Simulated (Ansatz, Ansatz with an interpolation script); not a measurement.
An input for Ansatz 0.2.0 (Ac2O3 (P-3m1)):

```yaml
crystal:
  lattice:
    - [4.08, 0.0, 0.0]
    - [-2.04, 3.5333836474, 0.0]
    - [0.0, 0.0, 6.3]
  atoms:
    - { symbol: Ac, position: [0.3333333333, 0.6666666667, 0.2466649577] }
    - { symbol: Ac, position: [0.6666666667, 0.3333333333, 0.7533350423] }
    - { symbol: O, position: [0.0, 0.0, 0.0] }
    - { symbol: O, position: [0.3333333333, 0.6666666667, 0.6426790938] }
    - { symbol: O, position: [0.6666666667, 0.3333333333, 0.3573209062] }
kpoints:
  mp_grid: { grid: [6, 6, 4] }
hamiltonian:
  xc: lda
  pseudopotentials: { kind: paw, azcp: { O: "soft_1/O.paw.azcp" }, xc_functional: pbe }
scf:
  occupations: { method: fixed }
gw:
  n_empty_bands: 176
  ecut_chi: 90
  qp_bands: [v9, c1]
  screening: { model: contour_deformation }
```

The database entry behind the starting cell is an old determination (1949), so it need not match the best structure at ambient conditions.

```sh
ansatz run input.yaml --threads 8 --pin off --max-ram 18432MiB --backend cpu --events-out ev --progress --plain --runs-dir out
```

Q: Estimate wall time and host memory on 8 threads of AMD EPYC 7B13 (Zen 3), shared host.

It took 4.4 min; on shared hardware allow 2.2 min to 8.8 min. Peak host memory was 1.5 GiB. The sizes that set the cost: 2917 plane waves a state, 24 irreducible k points, 206 bands summed, 183 plane waves in the screening and 10 SCF cycles.

The screening grows as filled bands × empty bands × pairs of k points, times the square of the screening basis for the matrix.

[Paths, hosts, dates, memory and timing lines, banners, echoed tables and standing remarks are left out of the program output.]

[Logs are printed without paths, hosts, clocks, repeated set-up lines and the standing remarks that a program may print on its own settings, such as how far it seeks lower states.]

[Runs of the session that timed out or met a known fault of the program may be left out.]

[Hosts, paths, dates, database ids (printed as entryN), source tags and the programs' standing remarks are cut or masked in the printed files.]
